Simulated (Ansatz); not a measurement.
# How fast states decay through Rb2SiCl3F3, part 2 of 3

Wanted: the relaxed cell of Rb2SiCl3F3, its band edges and its decay constants. It is built by putting Cl for part of the F in the Rb2SiF6 structure of space group Fm-3m, with the volume rescaled by atomic radii. The parent structure comes from the Materials Project.

Ansatz 0.2.0; PBE DFT, plane waves, PAW files (the session's first sound run).

So far. Step 2 (Cell and atoms at rest): The largest force component on a free atom ends at 0.0081 eV/Å.

The structure was built from a prototype and need not be the compound's stable phase.

## 3. The bulk crystal and its band edges

The energy window and the wavevectors of the next steps follow from the band edges, so these are searched first, off the mesh as well.

Contents of input.yaml:

```yaml
crystal:
  lattice:
    - [0.1630634236, 4.7638281717, 4.7638281717]
    - [4.9268915953, 0.0, 4.9268915953]
    - [4.9268915953, 4.9268915953, 0.0]
  atoms:
    - { symbol: Rb, position: [0.7433073268, 0.7522308911, 0.7522308911] }
    - { symbol: Rb, position: [0.2668768118, 0.2443743961, 0.2443743961] }
    - { symbol: Si, position: [-0.0358809651, 0.0119603217, 0.0119603217] }
    - { symbol: F, position: [0.7934354071, 0.1853503088, 0.8358639753] }
    - { symbol: Cl, position: [0.2151302017, 0.2333217549, 0.7757740217] }
    - { symbol: F, position: [0.7934354071, 0.8358639753, 0.1853503088] }
    - { symbol: Cl, position: [0.2151302017, 0.7757740217, 0.2333217549] }
    - { symbol: Cl, position: [0.2151302017, 0.7757740217, 0.7757740217] }
    - { symbol: F, position: [0.7934354071, 0.1853503088, 0.1853503088] }
kpoints:
  mp_grid: { grid: [6, 6, 6] }
  band_path: { path: [VBM, CBM], npoints: 30 }
scf:
  occupations: { method: fixed }
hamiltonian:
  xc: pbe
output:
  eigenvalues: true
  write_potential: true
  write_density: true
  volumetric_format: npy
  elf: true
```

The run is started by

```console
ansatz run input.yaml --threads 2 --pin off --max-ram 4096MiB --backend cpu --events-out ev --progress --plain --runs-dir out
```

Numbers of over 12 decimals in the logs are rounded to 6 here.

Log:

```text
[...]
Crystal: 9 atoms, lattice volume = 227.319 Å³
Basis set: ecut = 420 eV, 4447 PW (Γ)
Bands: 41, of which v1, the nominal top of the filled ones, is band 32 counted from 1 (31 counted from 0)
Symmetry: 6 space group operations
[...]
k-points: 32 of 216 (time reversal used)
[...]
SCF iter   1: F=—  HF=-12846.724680 eV  |F-HF|=—  |Δ(HF+E_count)|=         —  Δρ=1.28e-3  dr2=4.67e-3  ethr=1.77e-3  ⟨swp⟩=5.5  Hψ=5227  notcnv=0  defer=201
[...]
SCF iter   7: F=-12846.724024 eV  HF=-12846.724024 eV  |F-HF|=3.18e-8  |Δ(HF+E_count)|=   1.14e-7  Δρ=3.77e-6  dr2=4.64e-8  ethr=1.56e-10  ⟨swp⟩=15.2  Hψ=7410  notcnv=0
SCF 1 converged in 7 iterations: F = -12846.724024 eV  dr2 = 4.64e-8
[...]
NSCF: frozen V_eff on 32 k-points
[...]
WARN: The input density's exchange-correlation potential varies sharply where the density is thin. Do not read a vacuum level from v_tot or v_xc, or from such a field of the output density. On a cell that repeats whose density bears no net charge and no dipole along the vacuum's axis use v_es (v_loc + v_h of the components); under efield.dipole_correction with no amplitude use v_es + v_field, which holds any external [...]
SCF converged after 7 iterations
Free energy (F): -12846.724024 eV
[...]
Internal energy: -12846.724024 eV  (E = F + TS)
E sigma→0 (E₀):  -12846.724024 eV
Fermi energy:    1.048727 eV
[...]
--- Band table (eV; the first three rows and the last of 32) ---
  k-point 0: bands = [... 28 lower, 0.2419, 1.0422, 1.0422, 1.0487, 5.6420, 6.7818, 8.2871, 8.2871, ... 5 higher]
  k-point 1: bands = [... 28 lower, 0.2326, 0.8915, 0.9556, 1.0321, 5.8551, 6.9503, 8.3349, 8.4476, ... 5 higher]
  k-point 2: bands = [... 28 lower, 0.2204, 0.6290, 0.7649, 1.0090, 6.3005, 7.3831, 8.3164, 8.8713, ... 5 higher]
  k-point 31: bands = [... 28 lower, 0.0679, 0.9678, 0.9678, 1.0225, 6.1072, 7.8993, 8.2656, 9.0979, ... 5 higher]
```

Run time: 56 s. Hardware: 2 threads of Arm Neoverse V1, shared host; peak memory 0.58 GiB.

Numbers from this step:

* free energy: -12846.7240 eV
* Fermi energy: 1.049 eV
* gap on the k-mesh: 4.593 eV
* gap on path: 4.593 eV, by band count; negative where bands overlap
* direct gap on path: 4.593 eV
* edge places on path: 0, 0 1/A along the path

Levels at VBM (eV): -7.01, -4.81, -4.81, -4.56, -3.47, -3.47, -2.93, -2.63, -2.63, -2.15, -1.38, -1.38, -1.01, -0.81, -0.81, -0.01, -0.01, 0.00, 4.59, 5.73, 7.24, 7.24, 7.78, 7.93, 7.93.

ELF in the ac plane of the cell as run, not the conventional one, at fractional y = 0.752, with atoms of Rb and Cl within 0.2 Å of it. It is the smooth field of the valence electrons, not physical close to the nuclei.

Values, 10 rows by 16 columns, each cell a mean:
```
0.49 0.72 0.76 0.66 0.45 0.20 0.06 0.03 0.19 0.58 0.73 0.67 0.43 0.13 0.02 0.14
0.64 0.86 0.79 0.63 0.78 0.79 0.47 0.07 0.32 0.83 0.83 0.67 0.77 0.74 0.29 0.12
0.19 0.71 0.86 0.71 0.68 0.87 0.85 0.45 0.09 0.57 0.83 0.46 0.27 0.73 0.80 0.28
0.06 0.14 0.49 0.74 0.81 0.83 0.82 0.67 0.17 0.09 0.49 0.79 0.81 0.84 0.85 0.53
0.05 0.10 0.09 0.10 0.23 0.37 0.43 0.34 0.12 0.01 0.02 0.15 0.35 0.45 0.36 0.14
0.49 0.72 0.72 0.56 0.30 0.09 0.03 0.02 0.01 0.01 0.07 0.13 0.09 0.03 0.02 0.13
0.63 0.86 0.86 0.82 0.82 0.67 0.35 0.07 0.00 0.05 0.31 0.58 0.67 0.52 0.18 0.13
0.23 0.71 0.78 0.54 0.65 0.85 0.78 0.45 0.06 0.02 0.25 0.63 0.80 0.82 0.70 0.24
0.11 0.22 0.57 0.76 0.82 0.88 0.87 0.68 0.20 0.01 0.04 0.28 0.61 0.76 0.75 0.49
0.09 0.19 0.20 0.23 0.37 0.55 0.58 0.32 0.06 0.04 0.07 0.04 0.08 0.20 0.23 0.13
```
Columns run along a (6.7 Å), rows up along c (7.0 Å). Atoms in or near the plane, at fractional coordinates: Rb at (0.74, 0.75), Cl at (0.22, 0.23), Cl at (0.22, 0.78).

Valence density in the ac plane of the cell as run, not the conventional one, at fractional y = 0.752, with atoms of Rb and Cl within 0.2 Å of it. It is the smooth field of the valence electrons, not physical close to the nuclei.

Values in e/Å³, 10 rows by 16 columns, each cell a mean:
```
0.2 0.5 0.8 0.6 0.3 0.1 0.1 0.1 0.1 0.3 0.5 0.4 0.2 0.1 0.0 0.1
0.2 0.9 1.6 1.3 1.3 0.7 0.2 0.1 0.2 0.7 1.7 1.8 1.5 0.7 0.2 0.1
0.1 0.3 1.1 1.2 1.4 1.5 0.6 0.1 0.1 0.4 1.3 1.8 1.6 1.9 0.8 0.2
0.1 0.1 0.2 0.5 0.7 0.7 0.4 0.1 0.0 0.1 0.2 0.8 1.4 1.5 0.8 0.2
0.1 0.0 0.0 0.0 0.1 0.1 0.1 0.0 0.0 0.0 0.0 0.0 0.1 0.2 0.2 0.1
0.2 0.3 0.3 0.2 0.1 0.0 0.0 0.0 0.0 0.0 0.0 0.0 0.0 0.0 0.0 0.1
0.3 0.8 1.5 1.3 0.9 0.3 0.1 0.0 0.0 0.0 0.1 0.3 0.5 0.3 0.1 0.1
0.2 0.6 1.4 1.0 1.3 1.2 0.4 0.1 0.0 0.0 0.1 0.5 2.0 2.8 1.1 0.2
0.1 0.2 0.5 1.0 1.4 1.2 0.6 0.2 0.0 0.0 0.0 0.1 0.5 1.5 1.2 0.4
0.1 0.1 0.2 0.2 0.2 0.3 0.2 0.1 0.1 0.0 0.0 0.0 0.0 0.1 0.2 0.1
```
Columns run along a (6.7 Å), rows up along c (7.0 Å). Atoms in or near the plane, at fractional coordinates: Rb at (0.74, 0.75), Cl at (0.22, 0.23), Cl at (0.22, 0.78).

Electrostatic potential energy in the ac plane of the cell as run, not the conventional one, at fractional y = 0.752, with atoms of Rb and Cl within 0.2 Å of it. With pseudopotentials it is smooth inside the atoms' cores, unlike the true potential.

Ten even steps from '_' (-56 eV) to '@' (8 eV), each cell a mean:
```
@@@@%%@@@@@@@@@@@@@@@@%%%%%%@@@@@@@@@@
@@%%**++##@@@@@@@@@@%%##****%%%%@@@@@@
@@%%==::::++%%@@@@@@%%**::..--**%%@@@@
@@%%++..__::**@@@@@@%%**..____::**%%@@
@@@@##--....==%%@@@@@@##::______--%%@@
@@@@@@##==::==%%@@@@@@%%**..____..##%%
@@@@@@@@%%####%%@@@@@@@@%%##--..--##%%
@@@@@@@@@@@@@@@@@@@@@@@@@@@@%%####%%@@
@@@@@@@@@@@@@@@@@@@@@@@@@@@@@@@@%%@@@@
@@@@@@@@@@@@@@@@@@@@@@@@@@@@@@@@@@@@@@
@@@@@@@@@@@@@@@@@@@@@@@@@@@@@@@@@@@@@@
@@%%####%%@@@@@@@@@@@@@@@@@@@@@@@@@@@@
@@%%==----##@@@@@@@@@@@@@@@@@@@@@@@@@@
@@%%==..__::##@@@@@@@@@@@@@@##**%%@@@@
@@@@**::__..==%%@@@@@@@@@@@@##==++%%@@
@@@@%%**::::==%%@@@@@@@@@@@@@@**++##@@
@@@@@@%%##****%%@@@@@@@@@@@@@@@@%%%%@@
@@@@@@@@@@@@@@@@@@@@@@@@@@@@@@@@@@@@@@
@@@@@@@@@@@@@@@@@@@@@@@@@@@@@@@@@@@@@@
```
Columns run along a (6.7 Å; values clipped at the 3rd and 97th percentile), rows up along c (7.0 Å). Atoms in or near the plane, at fractional coordinates: Rb at (0.74, 0.75), Cl at (0.22, 0.23), Cl at (0.22, 0.78).

The searched edges give 4.59 eV, as on the mesh.

## 4. Decaying states in the gap, plane (101), k-mesh 6×6×6

This step: PBE DFT, plane waves, PAW files; complex bands by layer matching along the plane's normal (Ansatz 0.2.0).

The same crystal is laid in a cell whose first two vectors span the (101) plane (indices of the standard conventional cell, whose axes can be ordered otherwise than in the bulk input). At fixed energy and wavevector in the plane the solver finds all kz, real and complex. A few wavevectors are listed, (0, 0) and (0.5, 0) in units of the plane's reciprocal vectors; the slowest state needn't be among them.

Contents of input.yaml:

```yaml
crystal:
  lattice:
    - [6.739043506, 0.0, 0.0]
    - [3.137009958, 5.96438395, 0.0]
    - [0.0, 4.069868908, 5.655500743]
  atoms:
    - { symbol: Rb, position: [0.2477691089, 0.4955382179, 0.7522308911] }
    - { symbol: Rb, position: [0.7556256039, 0.5112512079, 0.2443743961] }
    - { symbol: Si, position: [0.9880396783, 0.9760793566, 0.0119603217] }
    - { symbol: F, position: [0.8146496912, 0.9787857159, 0.8358639753] }
    - { symbol: Cl, position: [0.7666782451, 0.4484519566, 0.7757740217] }
    - { symbol: F, position: [0.1641360247, 0.6292993824, 0.1853503088] }
    - { symbol: Cl, position: [0.2242259783, 0.9909042234, 0.2333217549] }
    - { symbol: Cl, position: [0.2242259783, 0.9909042234, 0.7757740217] }
    - { symbol: F, position: [0.8146496912, 0.9787857159, 0.1853503088] }
kpoints:
  mp_grid: { grid: [6, 6, 6] }
scf:
  occupations: { method: fixed }
hamiltonian:
  xc: pbe
output:
  eigenvalues: true
  transmission:
    leads: [[0, 0]]
    kpoints: [[0.0, 0.0], [0.5, 0.0]]
    e_range: [-1.0, 5.59]
    de: 0.13
```

Log:

```text
[...]
Crystal: 9 atoms, lattice volume = 227.319 Å³
Basis set: ecut = 420 eV, 4447 PW (Γ)
Bands: 41, of which v1, the nominal top of the filled ones, is band 32 counted from 1 (31 counted from 0)
Symmetry: 6 space group operations
[...]
k-points: 32 of 216 (time reversal used)
[...]
SCF iter   1: F=—  HF=-12846.724603 eV  |F-HF|=—  |Δ(HF+E_count)|=         —  Δρ=1.27e-3  dr2=4.65e-3  ethr=1.77e-3  ⟨swp⟩=5.4  Hψ=5230  notcnv=0  defer=200
[...]
SCF iter   7: F=-12846.723965 eV  HF=-12846.723965 eV  |F-HF|=2.88e-8  |Δ(HF+E_count)|=   1.09e-7  Δρ=3.70e-6  dr2=4.39e-8  ethr=1.56e-10  ⟨swp⟩=15.7  Hψ=7733  notcnv=0
SCF 1 converged in 7 iterations: F = -12846.723965 eV  dr2 = 4.39e-8
[...]
transmission: 12 of 24 steps passed
transmission: 24 of 24 steps passed
SCF converged after 7 iterations
Free energy (F): -12846.723965 eV
[...]
Internal energy: -12846.723965 eV  (E = F + TS)
E sigma→0 (E₀):  -12846.723965 eV
Fermi energy:    1.048731 eV
[...]
--- Band table (eV; the first three rows and the last of 32) ---
  k-point 0: bands = [... 28 lower, 0.2419, 1.0422, 1.0422, 1.0487, 5.6421, 6.7820, 8.2872, 8.2872, ... 5 higher]
  k-point 1: bands = [... 28 lower, 0.2326, 0.8915, 0.9556, 1.0321, 5.8552, 6.9505, 8.3351, 8.4477, ... 5 higher]
  k-point 2: bands = [... 28 lower, 0.2204, 0.6290, 0.7649, 1.0090, 6.3005, 7.3834, 8.3167, 8.8715, ... 5 higher]
  k-point 31: bands = [... 28 lower, 0.0679, 0.9678, 0.9678, 1.0225, 6.1072, 7.8999, 8.2657, 9.0980, ... 5 higher]
--- Transmission ---
  basis      : 357 plane waves across, 12 finite elements along
  points     : 2, as listed
  energies   : 51 from -1.000000 to 5.500000 eV about the Fermi level, 0.130000 eV apart; the leads are filled to 2.296678 eV, and channels, transmission and decay are at 2.250000 eV
  crystal 0  : Rb2Cl3F3Si1, at the sites [0, 0], period 5.6555 Å: whole cells are its period
    offset         : up to 0.0000 Å between an atom of the period and one for which it stands
    channels       : 0.000000e0 a spin
    conductance    : none, the energies end too early or step too widely for 300 K: set another output.transmission.e_range or a lower de, or, where they end at an eighth of basis.ecutwfc, a higher one
    slowest decay  : 0.3871 /Å at (0.0000, 0.0000)
```

It took 2.4 min on 2 threads; peak memory 1.4 GiB.

Numbers from this step:

- level to which the leads are filled: 2.297 eV from the Fermi level
- decay constant at the filling level, zone centre: 0.3871 Å⁻¹
- decay constant at the filling level, slowest listed point: 0.3871 Å⁻¹

K parallel (0, 0); values up to 1.5 1/Å, a degenerate pair printed once or twice; energies at which all values exceed this have no row. The Im kz of the slowest decaying states by energy, zero at the highest filled level on the SCF mesh:

```tsv
energy (eV)	decay 1 (Å⁻¹)	decay 2 (Å⁻¹)	decay 3 (Å⁻¹)	decay 4 (Å⁻¹)
-1.000	0.112	0.367	0.369	0.457
-0.480	0.153	0.355	0.553	0.584
0.040	0.0945	0.117	0.307	0.486
0.560	0.282	0.367	0.543	0.634
0.950	0.334	0.436	0.567	0.641
1.470	0.371	0.490	0.584	0.642
1.990	0.386	0.520	0.589	0.633
2.510	0.384	0.536	0.585	0.619
3.030	0.365	0.541	0.568	0.600
3.550	0.326	0.538	0.538	0.579
3.940	0.275	0.505	0.531	0.562
4.460	0.136	0.446	0.516	0.535
4.980	0.359	0.494	0.502	0.599
5.500	0.209	0.462	0.464	0.541
```

K parallel (0.5, 0); values up to 1.5 1/Å, a degenerate pair printed once or twice; energies at which all values exceed this have no row. Table of Im kz of the slowest decaying states by energy, zero at the highest filled level on the SCF mesh:

```tsv
energy (eV)	decay 1 (Å⁻¹)	decay 2 (Å⁻¹)	decay 3 (Å⁻¹)	decay 4 (Å⁻¹)
-1.00	0.118	0.189	0.383	0.561
-0.74	0.177	0.230	0.347	0.484
-0.35	0.354	0.491	0.522	0.625
0.04	0.158	0.199	0.552	0.560
0.30	0.286	0.326	0.594	0.651
0.56	0.353	0.396	0.620	0.673
0.95	0.416	0.464	0.645	0.695
1.34	0.455	0.508	0.660	0.661
1.60	0.474	0.530	0.664	0.670
1.86	0.487	0.547	0.666	0.676
2.25	0.501	0.564	0.666	0.682
2.64	0.508	0.575	0.662	0.686
2.90	0.509	0.579	0.657	0.692
3.16	0.507	0.580	0.651	0.691
3.55	0.501	0.576	0.638	0.675
3.94	0.487	0.566	0.621	0.654
4.20	0.474	0.555	0.607	0.638
4.46	0.456	0.539	0.592	0.619
4.85	0.415	0.504	0.565	0.586
5.24	0.329	0.442	0.535	0.544
5.50	0.0215	0.339	0.510	0.514
```

At the listed wavevectors the last open channel is at -0.09 eV and the next at +4.72 eV on the grid. At +2.25 eV, the grid energy nearest the filling level (the middle of the gap on the SCF mesh), the slowest state at the listed wavevectors decays with κ = 0.387 Å⁻¹, its amplitude falling by e over 2.6 Å. Through 1 nm of this crystal that state's transmission falls by exp(−2 × 0.387 Å⁻¹ × 10 Å) = 4.3e-4.

## 5. Decay over the two-dimensional zone

The listed points could miss the slowest state, so one energy near mid-gap is solved on a mesh of 10×10.

input.yaml, as its differences from that of step 4:

```diff
@@ -23,6 +23,2 @@
   eigenvalues: true
-  transmission:
-    leads: [[0, 0]]
-    kpoints: [[0.0, 0.0], [0.5, 0.0]]
-    e_range: [-1.0, 5.59]
-    de: 0.13
+  transmission: { leads: [[0, 0]], kmesh: [10, 10], e_range: [2.3, 2.31], de: 0.05 }
```

Log:

```text
[...]
Crystal: 9 atoms, lattice volume = 227.319 Å³
Basis set: ecut = 420 eV, 4447 PW (Γ)
Bands: 41, of which v1, the nominal top of the filled ones, is band 32 counted from 1 (31 counted from 0)
Symmetry: 6 space group operations
[...]
k-points: 32 of 216 (time reversal used)
[...]
SCF iter   1: F=—  HF=-12846.724603 eV  |F-HF|=—  |Δ(HF+E_count)|=         —  Δρ=1.27e-3  dr2=4.65e-3  ethr=1.77e-3  ⟨swp⟩=5.4  Hψ=5230  notcnv=0  defer=200
[...]
SCF iter   7: F=-12846.723965 eV  HF=-12846.723965 eV  |F-HF|=2.88e-8  |Δ(HF+E_count)|=   1.09e-7  Δρ=3.70e-6  dr2=4.39e-8  ethr=1.56e-10  ⟨swp⟩=15.7  Hψ=7733  notcnv=0
SCF 1 converged in 7 iterations: F = -12846.723965 eV  dr2 = 4.39e-8
[...]
transmission: 36 of 279 steps passed
transmission: 72 of 279 steps passed
[...]
transmission: 279 of 279 steps passed
SCF converged after 7 iterations
Free energy (F): -12846.723965 eV
[...]
Internal energy: -12846.723965 eV  (E = F + TS)
E sigma→0 (E₀):  -12846.723965 eV
Fermi energy:    1.048731 eV
[...]
--- Band table (eV; the first three rows and the last of 32) ---
  k-point 0: bands = [... 28 lower, 0.2419, 1.0422, 1.0422, 1.0487, 5.6421, 6.7820, 8.2872, 8.2872, ... 5 higher]
  k-point 1: bands = [... 28 lower, 0.2326, 0.8915, 0.9556, 1.0321, 5.8552, 6.9505, 8.3351, 8.4477, ... 5 higher]
  k-point 2: bands = [... 28 lower, 0.2204, 0.6290, 0.7649, 1.0090, 6.3005, 7.3834, 8.3167, 8.8715, ... 5 higher]
  k-point 31: bands = [... 28 lower, 0.0679, 0.9678, 0.9678, 1.0225, 6.1072, 7.8999, 8.2657, 9.0980, ... 5 higher]
--- Transmission ---
  basis      : 357 plane waves across, 9 finite elements along
  points     : 31, standing for a mesh of 10 x 10
  energies   : 1 from 2.300000 to 2.300000 eV about the Fermi level; the leads are filled to 2.296678 eV, and channels, transmission and decay are at 2.300000 eV
[...]
channels       : 0.000000e0 a spin
    conductance    : none, crystal 0 has no channel at the energies, or these end too early or step too widely for 300 K: set another output.transmission.e_range or a lower de, or, where they end at an eighth of basis.ecutwfc, a higher one
    slowest decay  : 0.3869 /Å at (0.0000, 0.0000)
```

The job ended after 2.7 min (2 threads; peak memory 1.2 GiB; 5.4 min of CPU time).

This step gave:

```yaml
least_decay_constant_on_the_mesh: 0.3869 Å⁻¹
```

Slowest decay constant (1/Å; 0 where a channel is open) over k1 and k2. At 2.3000 eV from the Fermi level.

Values, 10 rows by 10 columns:
```
0.475 0.532 0.540 0.537 0.515 0.499 0.504 0.506 0.468 0.447
0.523 0.540 0.552 0.539 0.512 0.491 0.481 0.450 0.437 0.468
0.526 0.537 0.539 0.536 0.507 0.464 0.423 0.418 0.450 0.506
0.513 0.515 0.512 0.507 0.463 0.405 0.396 0.423 0.481 0.504
0.502 0.499 0.491 0.464 0.405 0.387 0.405 0.464 0.491 0.499
0.513 0.504 0.481 0.423 0.396 0.405 0.463 0.507 0.512 0.515
0.526 0.506 0.450 0.418 0.423 0.464 0.507 0.536 0.539 0.537
0.523 0.468 0.437 0.450 0.481 0.491 0.512 0.539 0.552 0.540
0.475 0.447 0.468 0.506 0.504 0.499 0.515 0.537 0.540 0.532
0.449 0.475 0.523 0.526 0.513 0.502 0.513 0.526 0.523 0.475
```
Columns: k1 (b1) from -0.5 to 0.4; rows upwards: k2 (b2) from -0.5 to 0.4.

The least value on the mesh is 0.387 Å⁻¹ at +2.30 eV. At that energy the listed points give about 0.387 Å⁻¹ by interpolation, so the mesh holds no clearly slower state.

[end of part 2 of 3]

[Logs are printed without paths, hosts, clocks, repeated set-up lines and the standing remarks that a program may print on its own settings, such as how far it seeks lower states.]

[Hosts, paths, dates, database ids (printed as entryN), source tags and the programs' standing remarks are cut or masked in the printed files.]
